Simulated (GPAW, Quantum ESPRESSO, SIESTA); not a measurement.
# Fcc Al from compression to expansion (PBE)

Aim: the equation of state of fcc Al at PBE, from a volume scan solved by several programs.

Numbers are calculated unless marked as measured.

**Measured values to reproduce.**

For Al, face-centred cubic (bulk crystal), “The interpretation of polycrystalline coherent inelastic neutron scattering from aluminium” (2013, pmc:3831299) quotes earlier work: bulk modulus 76.9 GPa [literature comparison value; Voigt average; temperature not stated].

“Honeycomb Boron on Al(111): From the Concept of Borophene to the Two-Dimensional Boride” (2021, pmc:8482755) quotes from earlier work for Al, fcc (bulk crystal): lattice constant a (cubic lattice parameter, quoted experimental value) 4.04958 Å [literature value quoted in the paper's theory part; measurement temperature not given].

## 1. Set-up

The cell holds 1 atom (1 Al). It starts from typed lattice constants, and its volume is changed by -8 to +8 %. Symmetry fixes shape and atoms, so all levels solve the scaled cells as they are.

## 2. One input

Quantum ESPRESSO 7.5: Kohn-Sham DFT, PBE, GBRV 1.5 ultrasoft pseudopotentials, plane waves. Its pw.in for the cell at +0 %:

```
&control
  calculation = 'scf'
  pseudo_dir = './pseudo'
  outdir = './tmp'
  disk_io = 'none'
  tprnfor = .true.
  tstress = .true.
/
&system
  ibrav = 0
  nat = 1
  ntyp = 1
  ecutwfc = 45
  ecutrho = 270
  occupations = 'smearing'
  smearing = 'fd'
  degauss = 0.007350
/
&electrons
  conv_thr = 1.0e-08
  electron_maxstep = 100
  mixing_beta = 0.3
  mixing_mode = 'plain'
  diagonalization = 'david'
/
ATOMIC_SPECIES
Al 26.982 Al.upf
CELL_PARAMETERS angstrom
0.00000 2.02000 2.02000
2.02000 0.00000 2.02000
2.02000 2.02000 0.00000
ATOMIC_POSITIONS crystal
Al 0.00000 0.00000 0.00000
K_POINTS automatic
13 13 13 0 0 0
```

Wall time 1.9 s (2 MPI ranks of Arm Neoverse V2, shared host); peak memory 0.16 GiB.

## 3. The levels

```
                level                      basis or training data  k-meshes  runs finished  CPU time  peak memory (GiB)
  QE, PBE (reference)  plane waves, GBRV 1.5 ultrasoft, 45/270 Ry  13×13×13         9 of 9      33 s               0.16
GPAW plane waves, PBE                    plane waves, PAW, 650 eV  13×13×13         9 of 9      76 s               0.31
      SIESTA DZP, PBE    DZP orbitals, shift 0.01 Ry, mesh 400 Ry  13×13×13         9 of 9     3 min               0.37
```

CPU times are sums over a level's finished runs on a shared host, and rough.

## 4. Energy and pressure

Energy over each level's lowest row (meV an atom), then pressure (GPa):

| volume change (%) | volume (Å³/atom) | E, QE, PBE | E, GPAW plane waves, PBE | E, SIESTA DZP, PBE | P, QE, PBE | P, GPAW plane waves, PBE | P, SIESTA DZP, PBE |
| --- | --- | --- | --- | --- | --- | --- | --- |
| -8 | 15.166 | 29.89 | 31.38 | 26.61 | 7.85 | 8.10 | 7.37 |
| -6 | 15.496 | 16.15 | 17.16 | 13.87 | 5.54 | 5.75 | 5.12 |
| -4 | 15.825 | 6.89 | 7.50 | 5.51 | 3.48 | 3.66 | 3.07 |
| -2 | 16.155 | 1.66 | 1.93 | 1.06 | 1.64 | 1.78 | 1.33 |
| +0 | 16.485 | 0.00 | 0.00 | 0.00 | -0.01 | 0.11 | -0.24 |
| +2 | 16.815 | 1.54 | 1.32 | 2.00 | -1.47 | -1.37 | -1.64 |
| +4 | 17.144 | 5.92 | 5.52 | 6.77 | -2.78 | -2.70 | -2.94 |
| +6 | 17.474 | 12.84 | 12.30 | 13.99 | -3.94 | -3.87 | -4.01 |
| +8 | 17.804 | 22.00 | 21.36 | 23.28 | -4.97 | -4.92 | -5.01 |

## 5. Fits

Third-order Birch–Murnaghan fits: the energy is a cubic in V^(−2/3), fitted to the energies of the rows that share one k-mesh, or through its derivative to the printed pressures. A tick marks the fit quoted below: that to energies where it misses by under 0.12 meV an atom, else that to pressures.

| level | fitted to | V0 (Å³/atom) | a (Å) | B0 (GPa) | B′ | r.m.s. miss |
| --- | --- | --- | --- | --- | --- | --- |
| QE, PBE | energies, 9 rows ✓ | 16.485 | 4.040 | 77.4 | 4.74 | 0.00 meV/atom |
| QE, PBE | pressures, 9 rows | 16.483 | 4.040 | 77.4 | 4.73 | 0.00 GPa |
| GPAW plane waves, PBE | energies, 9 rows ✓ | 16.510 | 4.042 | 78.1 | 4.77 | 0.00 meV/atom |
| GPAW plane waves, PBE | pressures, 9 rows | 16.509 | 4.042 | 78.0 | 4.76 | 0.00 GPa |
| SIESTA DZP, PBE | energies, 9 rows ✓ | 16.426 | 4.035 | 75.7 | 4.84 | 0.02 meV/atom |
| SIESTA DZP, PBE | pressures, 9 rows | 16.428 | 4.035 | 75.7 | 4.88 | 0.02 GPa |

## 6. Findings

From its energies, the reference gives V0 = 16.485 Å³ an atom (a = 4.040 Å), B0 = 77 GPa and B′ = 4.7. GPAW plane waves, PBE (energies) lies +0.15 % from it in volume and +0.9 % in bulk modulus. SIESTA DZP, PBE (energies) lies -0.36 % from it in volume and -2.2 % in bulk modulus. Where both fits stand, they agree on V0 within 0.3 %.

Comparison with the measured values:

| quantity | measured | QE, PBE | GPAW plane waves, PBE | SIESTA DZP, PBE |
| --- | --- | --- | --- | --- |
| bulk modulus (GPa) | 76.9 | 77 (+0.7 %) | 78 (+1.6 %) | 76 (-1.6 %) |
| lattice constant a (Å) | 4.04958 | 4.040 (-0.2 %) | 4.042 (-0.2 %) | 4.035 (-0.4 %) |

Measured values from pmc:3831299 (2013) and pmc:8482755 (2021).

**Against experiment.** The reference's bulk modulus lies +0.7 % from the measured 76.9 GPa, the other levels' -1.6 to +1.6 %. The reference's lattice constant a lies -0.2 % from the measured 4.04958 Å, the other levels' -0.4 to -0.2 %. Zero-point motion and thermal motion are not in the computed bulk modulus and lattice constants.

**Limits.** The nuclei are static, without zero-point or thermal motion. SIESTA's automatically made basis is far from complete, and its potentials were converted by us (checked for H, C, O, Si, Ge and Ca alone). The DFT runs use Fermi–Dirac occupations of width 0.1 eV, and energies are free energies.

[Long decimals in the printed logs are rounded to 6 places.]

[Logs are printed without paths, hosts, clocks, repeated set-up lines and the standing remarks that a program may print on its own settings, such as how far it seeks lower states.]

[Hosts, paths, dates, database ids (printed as entryN), source tags and the programs' standing remarks are cut or masked in the printed files.]
